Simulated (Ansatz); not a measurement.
## Work function of Sr(100): what the settings cost and change

Aim: the numerical settings behind the work function of Sr(100), with the cost of each.

Program: Ansatz 0.2.0. Level of theory: plane-wave DFT, PBE, Ansatz PAW. Results are calculated unless marked as measured.

**1. Starting point**

The cell holds 7 atoms: 7 Sr. Its edges and angles: a = 4.299 Å, b = 4.299 Å, c = 36.240 Å, α = 90.0°, β = 90.0°, γ = 90.0°. Vacuum lies along c.

**2. Slab, setting cutoff 200 eV**

A work function rests on the faint tail of the density, so the SCF threshold is tight. The cutoff is raised first; then mesh and smearing are varied at the default cutoff.

Input file input.yaml:

```yaml
crystal:
  lattice:
    - [4.2992092296, 0.0, 0.0]
    - [0.0, 4.2992092296, 0.0]
    - [0.0, 0.0, 36.24]
  atoms:
    - { symbol: Sr, position: [0.0, 0.0, 0.2483443709] }
    - { symbol: Sr, position: [0.5, 0.5, 0.3322295806] }
    - { symbol: Sr, position: [0.0, 0.0, 0.4161147903] }
    - { symbol: Sr, position: [0.5, 0.5, 0.5] }
    - { symbol: Sr, position: [0.0, 0.0, 0.5838852097] }
    - { symbol: Sr, position: [0.5, 0.5, 0.6677704194] }
    - { symbol: Sr, position: [0.0, 0.0, 0.7516556291] }
kpoints:
  mp_grid: { grid: [10, 10, 1] }
hamiltonian:
  xc: pbe
scf:
  occupations: { method: fermi_dirac, width: 0.1 }
  convergence: { dr2_threshold: 1.0e-09 }
efield:
  axis: 3
  dipole_correction: true
  ramp_position: 0.97
  ramp_width: 0.06
basis:
  ecutwfc: "200 eV"
output:
  write_potential: true
  write_density: true
  volumetric_format: npy
  elf: true
```

Command:

```bash
ansatz run input.yaml --threads 2 --pin off --max-ram 3072MiB --backend cpu --events-out ev --progress --plain --runs-dir out
```

Numbers of over 12 decimals in the logs are rounded to 6 here.

Log:

```text
Warning: basis.ecutwfc = 200 eV is below the records' recommended 420 eV, and the density's cutoff is lower with it unless basis.ecutrho_ratio is high enough to keep the records' density cutoff: compare with a run at a higher cutoff
Engine: ansatz 0.2.0, aarch64-unknown-linux-gnu
Pseudopotentials: kind: paw
Pseudopotential: Sr, paw, valence charge 10, recommended cutoff 420 eV (normal), Sr.paw.azcp
Functional definition: PBE
  parameter kappa = 0.804
  parameter beta = 0.066725
  exchange = pbe_x(kappa = kappa, mu = beta*pi^2/3)
  correlation = pbe_c(beta = beta)
Crystal: 7 atoms, lattice volume = 669.831 Å³
Basis set: ecut = 200 eV, 4199 PW (Γ)
Bands: 42, of which v1, the nominal top of the filled ones, is band 35 counted from 1 (34 counted from 0)
Symmetry: 8 space group operations
k-points: 21 of 100
Non-local potential: Sr, projectors of the file, l = 0: 3, l = 1: 2, l = 2: 2
PAW form: soft (Blöchl's): semilocal exchange-correlation on the pseudo side does not see the compensation charge
PAW one-centre angular grid: Sr, 110 points (default); XC on 64 Gauss nodes
Initial density: superposition of atomic densities (neutral atoms: chi_scale 0, normalization atom), corrected by the library's trained network
Initial wavefunctions: pseudopotential atomic-orbital guess
Functional: x = pbe(κ = 0.804, μ = 0.219515), c = pbe(β = 0.066725)
SCF iter   1: F=—  HF=-24806.435613 eV  |F-HF|=—  |Δ(HF+E_count)|=         —  Δρ=8.80e-3  dr2=6.29e0  ethr=1.77e-3  p=-0.000 e·Å  D=-8.54e-15 V/Å  ΔV_dip=0.00 eV  dr2_dipole=8.60e-10  V_vac-E_F(+/−)=2.23/2.23 eV  ⟨swp⟩=12.8  Hψ=11416  notcnv=0
efield: sawtooth ramp at fractional position 0.9700 (set: `efield.ramp_position`, or a place that a band, a saddle search or an elastic batch's reference lends), width 0.0600; the density the first Hamiltonian is built on has a dipole p = -0.000 e·Å; the dipole correction subtracts the counter field D = -8.54e-15 V/Å, which shifts the + side's vacuum level by +0.00 eV against the − side's; the planar-averaged density in the ramp window peaks in size at 2.8e-6 e/Å³
automatic band count: the SCF goes on with 49 bands, as 42 were too few: the levels above may hold too much charge
preconditioner: auto → LDOS  [metal: Δε(μ)=0.004 eV  Ē_g=2.207 eV  σ=0.100 eV  W_gap=0.01  n_scr=72 (ndim 8)  ℏωp=5.4 eV  f_vac=0.362  D(μ)=9.31/eV (n_scr^D=46)  β→1.0]
SCF iter   2: F=—  HF=-24806.295028 eV  |F-HF|=—  |Δ(HF+E_count)|=   1.41e-1  Δρ=1.97e-3  dr2=3.36e-2  ethr=1.77e-3  p=0.000 e·Å  D=2.02e-6 V/Å  ΔV_dip=-0.00 eV  dr2_dipole=7.40e-9  V_vac-E_F(+/−)=2.51/2.51 eV  ⟨swp⟩=2.9  Hψ=1433  notcnv=0
SCF iter   3: F=—  HF=-24806.292581 eV  |F-HF|=—  |Δ(HF+E_count)|=   2.45e-3  Δρ=6.56e-4  dr2=1.49e-2  ethr=4.80e-5  p=-0.000 e·Å  D=-1.66e-7 V/Å  ΔV_dip=0.00 eV  dr2_dipole=7.42e-9  V_vac-E_F(+/−)=2.54/2.54 eV  ⟨swp⟩=2.0  Hψ=1796  notcnv=0
SCF iter   4: F=—  HF=-24806.291805 eV  |F-HF|=—  |Δ(HF+E_count)|=   7.76e-4  Δρ=1.94e-4  dr2=4.73e-4  ethr=2.13e-5  p=0.000 e·Å  D=4.27e-8 V/Å  ΔV_dip=-0.00 eV  dr2_dipole=1.12e-9  V_vac-E_F(+/−)=2.56/2.56 eV  ⟨swp⟩=2.4  Hψ=1527  notcnv=0
SCF iter   5: F=—  HF=-24806.291808 eV  |F-HF|=—  |Δ(HF+E_count)|=   3.13e-6  Δρ=6.77e-5  dr2=1.68e-4  ethr=6.75e-7  p=-0.000 e·Å  D=-1.03e-8 V/Å  ΔV_dip=0.00 eV  dr2_dipole=6.53e-13  V_vac-E_F(+/−)=2.56/2.56 eV  ⟨swp⟩=2.0  Hψ=1648  notcnv=0
SCF iter   6: F=—  HF=-24806.291843 eV  |F-HF|=—  |Δ(HF+E_count)|=   3.51e-5  Δρ=1.33e-5  dr2=4.49e-6  ethr=2.39e-7  p=0.000 e·Å  D=4.11e-8 V/Å  ΔV_dip=-0.00 eV  dr2_dipole=6.58e-11  V_vac-E_F(+/−)=2.56/2.56 eV  ⟨swp⟩=1.9  Hψ=1126  notcnv=0
SCF iter   7: F=—  HF=-24806.291574 eV  |F-HF|=—  |Δ(HF+E_count)|=   2.70e-4  Δρ=5.69e-6  dr2=3.18e-7  ethr=6.42e-9  p=0.000 e·Å  D=9.21e-8 V/Å  ΔV_dip=-0.00 eV  dr2_dipole=7.46e-13  V_vac-E_F(+/−)=2.56/2.56 eV  ⟨swp⟩=2.6  Hψ=1748  notcnv=0
SCF iter   8: F=—  HF=-24806.291574 eV  |F-HF|=—  |Δ(HF+E_count)|=   6.91e-9  Δρ=1.92e-6  dr2=1.65e-7  ethr=4.54e-10  p=0.000 e·Å  D=4.60e-8 V/Å  ΔV_dip=-0.00 eV  dr2_dipole=1.06e-12  V_vac-E_F(+/−)=2.56/2.56 eV  ⟨swp⟩=2.0  Hψ=1528  notcnv=0
SCF iter   9: F=—  HF=-24806.291574 eV  |F-HF|=—  |Δ(HF+E_count)|=   5.52e-9  Δρ=4.99e-7  dr2=6.17e-9  ethr=2.35e-10  p=0.000 e·Å  D=1.43e-8 V/Å  ΔV_dip=-0.00 eV  dr2_dipole=1.39e-14  V_vac-E_F(+/−)=2.56/2.56 eV  ⟨swp⟩=1.7  Hψ=1431  notcnv=0
SCF iter  10: F=-24806.291574 eV  HF=-24806.291574 eV  |F-HF|=7.28e-11  |Δ(HF+E_count)|=   1.18e-9  Δρ=1.41e-7  dr2=2.43e-10  ethr=1.43e-12  p=0.000 e·Å  D=4.72e-9 V/Å  ΔV_dip=-0.00 eV  dr2_dipole=4.62e-14  V_vac-E_F(+/−)=2.56/2.56 eV  ⟨swp⟩=7.4  Hψ=2710  notcnv=0
SCF 1 converged in 10 iterations: F = -24806.291574 eV  dr2 = 2.43e-10
  greatest PAW one-centre occupation: 0.987 electrons in one spin orbital (limit 2), on the Sr atom at site 6 (counted from 0), in its partial waves of l = 0
WARN: The output density's exchange-correlation potential varies sharply where the density is thin. Do not read a vacuum level from v_tot or v_xc, or from such a field of the output density. On a cell that repeats whose density bears no net charge and no dipole along the vacuum's axis use v_es (v_loc + v_h of the components); under efield.dipole_correction with no amplitude use v_es + v_field, which holds any externa [...]
SCF converged after 10 iterations
Free energy (F): -24806.291574 eV
Harris-Foulkes:  -24806.291574 eV  (|F-HF|=7.28e-11)
Internal energy: -24805.995975 eV  (E = F + TS)
E sigma→0 (E₀):  -24806.143774 eV
Entropy (-TS):   -0.295599 eV (-42.228 meV/atom)
Fermi energy:    1.911768 eV
Dipole field:    D = -0.000000 V/Å  (p = -0.000001 e·Å, saw-weighted, corrected)
Work function:   Φ+ = 2.5551 eV   Φ− = 2.5552 eV
Levels:          The Fermi level and band energies are counted from a zero that moves with the ramp; work functions are not
--- Per-component energies (eV) ---
  E_band       = -1189.042799
  E_kinetic    = 1668.738922
  E_local      = -30607.618291  (includes V_loc(G=0)·N_el)
  E_nonlocal   = 1401.254611
  E_hartree    = 13866.428221
  E_xc         = -1189.326969
  E_vxc        = -1104.189552  (∫ρ·V_xc dr)
  E_paw        = -18860.543891  (= ΣΔE_a)
  E_vpaw       = -280.085356  (= ΣTr[D̂ρ^β])
  E_aug_tail   = 0.000029  (compensation charges beyond the density's cutoff)
  E_efield     = 0.000000  (sawtooth field / dipole correction)
  E_vefield    = 0.000000  (∫n·V_field dr)
  E_ewald      = 8915.071394
  E_smearing   = -0.295599  (= −TS)
  E_closure    = -0.000000  (closes the sum)
  Σ components = -24806.291574   (vs F -24806.291574, Δ=0.00e0)
--- Band table (eV; the first three rows and the last of 21) ---
  k-point 0: bands = [... 31 lower, -0.5139, 0.0856, 0.6785, 1.1382, 2.3722, 2.3799, 2.3842, 2.4796, ... 10 higher]
  k-point 1: bands = [... 31 lower, -0.4206, 0.1759, 0.7687, 1.2307, 2.3730, 2.4136, 2.4300, 2.4856, ... 10 higher]
  k-point 2: bands = [... 31 lower, -0.1579, 0.4226, 1.0115, 1.4872, 2.2791, 2.3723, 2.5146, 2.5561, ... 10 higher]
  k-point 20: bands = [... 31 lower, 1.6066, 1.8382, 1.8750, 2.0086, 2.3442, 2.3442, 2.3746, 2.3746, ... 10 higher]
```

The job ended after 31 s (2 threads of Arm Neoverse N1, shared host; peak memory 0.51 GiB).

Numbers from this step:

```yaml
energy_at_zero_smearing: -24806.1438 eV
work_function_upper_face: 2.555 eV
```

Running mean over 3.04 Å of the planar mean; the ramp of the sawtooth is left out. Table of electron's electrostatic potential energy less the Fermi level by z:

```csv
z (Å),electron's electrostatic potential energy less the Fermi level (eV)
4,2.54
5,2.50
6,2.24
7,0.881
8,-3.19
9,-4.15
10,-4.04
11,-3.92
12,-3.90
13,-3.93
14,-3.95
15,-3.95
16,-3.95
17,-3.95
18,-3.95
19,-3.95
20,-3.95
21,-3.95
22,-3.95
23,-3.94
24,-3.91
25,-3.91
26,-4.01
27,-4.15
28,-3.69
29,0.00509
30,2.09
31,2.47
32,2.54
```

Valence density in the ca plane at fractional y = 0.000, with atoms of Sr within 0.2 Å of it. It is the smooth field of the valence electrons, not physical close to the nuclei.

Ten steps, logarithmic in the rise over the least value, from '0' (0.0 e/Å³) to '9' (2.5 e/Å³), each cell a mean:
```
53222222223799997422222222248999963100000000
42222222223579985322222222236898742100000000
22222222222356653222222222223566421100000000
22222222222223322222222222222233211000000000
22222222222222222222222222222222111000000000
22222222222222222222222222222222111000000000
22222222222222222222222222222222211000000000
22222222222234432222222222223444321000000000
32222222222468874222222222235787631100000000
42222222223699996322222222247999852100000000
53222122224799998422211222258999963100000000
```
Columns run along c (16.0 Å, from fractional 0.45 to 0.89 of the cell), rows up along a (4.3 Å). Atoms in or near the plane, at fractional coordinates: Sr at (0.58, 0.00), Sr at (0.75, 0.00).

Electrostatic potential energy in the ca plane at fractional y = 0.000, with atoms of Sr within 0.2 Å of it. With pseudopotentials it is smooth inside the atoms' cores, unlike the true potential.

Values in eV, 6 rows by 16 columns, each cell a mean:
```
 -1   5   5   1 -37 -51  -2   5   5   2 -34 -54  -4   3   4   4
  2   4   4   3  -4  -6   2   4   4   3  -3  -6   1   4   4   4
  4   4   3   4   3   3   4   4   3   4   3   2   3   4   4   4
  4   4   4   4   2   1   4   4   4   4   2   1   3   4   4   4
  1   4   5   3 -10 -15   1   4   5   3  -9 -16   0   4   4   4
 -2   5   5   1 -46 -63  -3   5   5   1 -44 -65  -5   3   4   4
```
Columns run along c (16.0 Å, from fractional 0.45 to 0.89 of the cell; values clipped at the 3rd and 97th percentile), rows up along a (4.3 Å). Atoms in or near the plane, at fractional coordinates: Sr at (0.58, 0.00), Sr at (0.75, 0.00).

ELF in the ca plane at fractional y = 0.000, with atoms of Sr within 0.2 Å of it. It is the smooth field of the valence electrons, not physical close to the nuclei.

Ten even steps from '0' (0.00) to '9' (0.86), each cell a mean:
```
41266766411896598213667763139847971011100000
21366666511489995114666664116999831021100000
11456665531135541125566655211465310121100000
14555555543111111245555555421111112322100000
45555445555321123555544455554222345432100000
55554445555543335555544455565444555432000000
34555555554211111455555555542111123322100000
12555565541012311135555655311232100221100000
11356666521268873115566665114798620021100000
31266666511698897114666664128988961011100000
51256776412893289313667763149714982011100000
```
Columns run along c (16.0 Å, from fractional 0.45 to 0.89 of the cell), rows up along a (4.3 Å). Atoms in or near the plane, at fractional coordinates: Sr at (0.58, 0.00), Sr at (0.75, 0.00).

The work function is 2.555 eV.

**3. Run**

Changes to input.yaml since step 2:

```diff
@@ -26,3 +26,3 @@
 basis:
-  ecutwfc: "200 eV"
+  ecutwfc: "300 eV"
 output:
@@ -31,2 +31 @@
   volumetric_format: npy
-  elf: true
```

Log:

```text
[...]
Crystal: 7 atoms, lattice volume = 669.831 Å³
Basis set: ecut = 300 eV, 7847 PW (Γ)
Bands: 42, of which v1, the nominal top of the filled ones, is band 35 counted from 1 (34 counted from 0)
Symmetry: 8 space group operations
k-points: 21 of 100
[...]
k-point 0: bands = [... 31 lower, -0.5039, 0.0919, 0.6807, 1.1317, 2.3278, 2.3652, 2.3659, 2.4337, ... 10 higher]
  k-point 1: bands = [... 31 lower, -0.4115, 0.1805, 0.7687, 1.2232, 2.3336, 2.3966, 2.4075, 2.4428, ... 10 higher]
  k-point 2: bands = [... 31 lower, -0.1495, 0.4273, 1.0107, 1.4777, 2.2535, 2.3444, 2.4966, 2.5264, ... 10 higher]
  k-point 20: bands = [... 31 lower, 1.5932, 1.8174, 1.8554, 1.9816, 2.3016, 2.3016, 2.3392, 2.3392, ... 10 higher]
[key lines of the parts left out:]
SCF converged after 10 iterations
Free energy (F): -24808.876752 eV
Fermi energy:    1.900201 eV
Dipole field:    D = 0.000000 V/Å  (p = 0.000001 e·Å, saw-weighted, corrected)
Work function:   Φ+ = 2.5507 eV   Φ− = 2.5507 eV
```

Wall time 64 s (2 threads); peak memory 0.76 GiB; 2.1 min of CPU time.

The work function is 2.551 eV, -0.004 eV from the run “cutoff 200 eV”, at 2.1 times its CPU time.

**4. Run**

Changes to input.yaml since step 3:

```diff
@@ -26,3 +26,3 @@
 basis:
-  ecutwfc: "300 eV"
+  ecutwfc: "420 eV"
 output:
```

Log:

```text
[...]
Crystal: 7 atoms, lattice volume = 669.831 Å³
Basis set: ecut = 420 eV, 13033 PW (Γ)
Bands: 42, of which v1, the nominal top of the filled ones, is band 35 counted from 1 (34 counted from 0)
Symmetry: 8 space group operations
k-points: 21 of 100
[...]
k-point 0: bands = [... 31 lower, -0.5037, 0.0919, 0.6805, 1.1314, 2.3259, 2.3646, 2.3654, 2.4317, ... 10 higher]
  k-point 1: bands = [... 31 lower, -0.4114, 0.1805, 0.7685, 1.2228, 2.3322, 2.3959, 2.4069, 2.4412, ... 10 higher]
  k-point 2: bands = [... 31 lower, -0.1494, 0.4273, 1.0105, 1.4774, 2.2524, 2.3432, 2.4959, 2.5250, ... 10 higher]
  k-point 20: bands = [... 31 lower, 1.5928, 1.8168, 1.8548, 1.9810, 2.3000, 2.3000, 2.3378, 2.3378, ... 10 higher]
[key lines of the parts left out:]
SCF converged after 10 iterations
Free energy (F): -24808.895093 eV
Fermi energy:    1.899491 eV
Dipole field:    D = -0.000000 V/Å  (p = -0.000001 e·Å, saw-weighted, corrected)
Work function:   Φ+ = 2.5507 eV   Φ− = 2.5507 eV
```

Elapsed: 1.7 min, on 2 threads; peak memory 1.1 GiB; 3.4 min of CPU time.

The work function is 2.551 eV, -0.004 eV from the run “cutoff 200 eV”, at 3.4 times its CPU time.

**5. Slab**

Changes to input.yaml since step 4:

```diff
@@ -26,3 +26,3 @@
 basis:
-  ecutwfc: "420 eV"
+  ecutwfc: "600 eV"
 output:
```

Log:

```text
[...]
Crystal: 7 atoms, lattice volume = 669.831 Å³
Basis set: ecut = 600 eV, 22385 PW (Γ)
Bands: 42, of which v1, the nominal top of the filled ones, is band 35 counted from 1 (34 counted from 0)
Symmetry: 8 space group operations
k-points: 21 of 100
[...]
k-point 0: bands = [... 31 lower, -0.5037, 0.0919, 0.6805, 1.1313, 2.3258, 2.3645, 2.3652, 2.4316, ... 10 higher]
  k-point 1: bands = [... 31 lower, -0.4114, 0.1805, 0.7685, 1.2228, 2.3321, 2.3958, 2.4068, 2.4411, ... 10 higher]
  k-point 2: bands = [... 31 lower, -0.1495, 0.4273, 1.0104, 1.4773, 2.2524, 2.3432, 2.4958, 2.5250, ... 10 higher]
  k-point 20: bands = [... 31 lower, 1.5928, 1.8167, 1.8548, 1.9809, 2.3000, 2.3000, 2.3377, 2.3377, ... 10 higher]
[key lines of the parts left out:]
SCF converged after 10 iterations
Free energy (F): -24808.896013 eV
Fermi energy:    1.899436 eV
Dipole field:    D = -0.000000 V/Å  (p = -0.000001 e·Å, saw-weighted, corrected)
Work function:   Φ+ = 2.5508 eV   Φ− = 2.5508 eV
```

Elapsed: 3.5 min, on 2 threads; peak memory 1.7 GiB; 6 min of CPU time.

The work function is 2.551 eV, +0.000 eV from the run “cutoff 420 eV”, at 1.8 times its CPU time.

**6. Run**

Changes to input.yaml since step 5:

```diff
@@ -14,3 +14,3 @@
 kpoints:
-  mp_grid: { grid: [10, 10, 1] }
+  mp_grid: { grid: [2, 2, 1] }
 hamiltonian:
@@ -25,4 +25,2 @@
   ramp_width: 0.06
-basis:
-  ecutwfc: "600 eV"
 output:
```

Log:

```text
[...]
Crystal: 7 atoms, lattice volume = 669.831 Å³
Basis set: ecut = 420 eV, 13033 PW (Γ)
Bands: 42, of which v1, the nominal top of the filled ones, is band 35 counted from 1 (34 counted from 0)
Symmetry: 8 space group operations
k-points: 3 of 4
[...]
Work function:   Φ+ = 2.2692 eV   Φ− = 2.2691 eV
[...]
--- Band table (eV) ---
  k-point 0: bands = [... 31 lower, -0.3900, 0.1948, 0.7911, 1.2443, 2.3734, 2.3745, 2.4666, 2.5930, ... 10 higher]
  k-point 1: bands = [... 31 lower, 0.8366, 0.9040, 1.0278, 1.0461, 2.0719, 2.1463, 2.2028, 2.3346, ... 10 higher]
  k-point 2: bands = [... 31 lower, 1.7361, 1.9486, 1.9827, 2.1031, 2.4288, 2.4288, 2.4932, 2.4932, ... 10 higher]
[key lines of the parts left out:]
SCF converged after 11 iterations
Free energy (F): -24809.141966 eV
Fermi energy:    2.011923 eV
Dipole field:    D = -0.000002 V/Å  (p = -0.000006 e·Å, saw-weighted, corrected)
```

The job ended after 17 s (2 threads; peak memory 0.69 GiB; 19 s of CPU time).

The work function is 2.269 eV, -0.282 eV from the run “cutoff 420 eV”, at 0.095 times its CPU time.

**7. Run**

Changes to input.yaml since step 6:

```diff
@@ -14,3 +14,3 @@
 kpoints:
-  mp_grid: { grid: [2, 2, 1] }
+  mp_grid: { grid: [3, 3, 1] }
 hamiltonian:
```

Log:

```text
[...]
Crystal: 7 atoms, lattice volume = 669.831 Å³
Basis set: ecut = 420 eV, 13033 PW (Γ)
Bands: 42, of which v1, the nominal top of the filled ones, is band 35 counted from 1 (34 counted from 0)
Symmetry: 8 space group operations
k-points: 3 of 9
[...]
Work function:   Φ+ = 2.5644 eV   Φ− = 2.5644 eV
[...]
--- Band table (eV) ---
  k-point 0: bands = [... 31 lower, -0.5139, 0.0855, 0.6626, 1.1165, 2.3063, 2.3672, 2.3678, 2.3993, ... 10 higher]
  k-point 1: bands = [... 31 lower, 0.3647, 0.8738, 1.3784, 1.7152, 1.9360, 1.9695, 2.1059, 2.3653, ... 10 higher]
  k-point 2: bands = [... 31 lower, 1.2388, 1.6801, 1.8181, 1.9281, 2.2061, 2.3037, 2.4888, 2.5038, ... 10 higher]
[key lines of the parts left out:]
SCF converged after 11 iterations
Free energy (F): -24808.705657 eV
Fermi energy:    1.912458 eV
Dipole field:    D = 0.000000 V/Å  (p = 0.000001 e·Å, saw-weighted, corrected)
```

Wall time 28 s (2 threads); peak memory 0.66 GiB.

The work function is 2.564 eV, +0.014 eV from the run “cutoff 420 eV”, at 0.15 times its CPU time.

**8. Slab**

Changes to input.yaml since step 7:

```diff
@@ -14,3 +14,3 @@
 kpoints:
-  mp_grid: { grid: [3, 3, 1] }
+  mp_grid: { grid: [7, 7, 1] }
 hamiltonian:
```

Log:

```text
[...]
Crystal: 7 atoms, lattice volume = 669.831 Å³
Basis set: ecut = 420 eV, 13033 PW (Γ)
Bands: 42, of which v1, the nominal top of the filled ones, is band 35 counted from 1 (34 counted from 0)
Symmetry: 8 space group operations
k-points: 10 of 49
[...]
k-point 0: bands = [... 31 lower, -0.5052, 0.0923, 0.6804, 1.1304, 2.3249, 2.3654, 2.3661, 2.4327, ... 10 higher]
  k-point 1: bands = [... 31 lower, -0.3194, 0.2698, 0.8560, 1.3135, 2.3181, 2.4042, 2.4524, 2.4551, ... 10 higher]
  k-point 2: bands = [... 31 lower, 0.1750, 0.7184, 1.2813, 1.7790, 1.9897, 2.1114, 2.2996, 2.5218, ... 10 higher]
  k-point 9: bands = [... 31 lower, 1.6268, 1.6703, 1.8925, 1.9065, 2.2662, 2.2966, 2.3589, 2.3591, ... 10 higher]
[key lines of the parts left out:]
SCF converged after 10 iterations
Free energy (F): -24808.899890 eV
Fermi energy:    1.900682 eV
Dipole field:    D = -0.000000 V/Å  (p = -0.000001 e·Å, saw-weighted, corrected)
Work function:   Φ+ = 2.5500 eV   Φ− = 2.5500 eV
```

It took 71 s on 2 threads; peak memory 0.86 GiB.

The work function is 2.550 eV, -0.001 eV from the run “cutoff 420 eV”, at 0.50 times its CPU time.

[end of part 1 of 2]

[Logs are printed without paths, hosts, clocks, repeated set-up lines and the standing remarks that a program may print on its own settings, such as how far it seeks lower states.]

[Hosts, paths, dates, database ids (printed as entryN), source tags and the programs' standing remarks are cut or masked in the printed files.]

[Maps of the electrostatic potential energy from Ansatz leave out the sawtooth potential of an applied field or a dipole correction, so their vacuum need not be flat; planar profiles and work functions include it.]
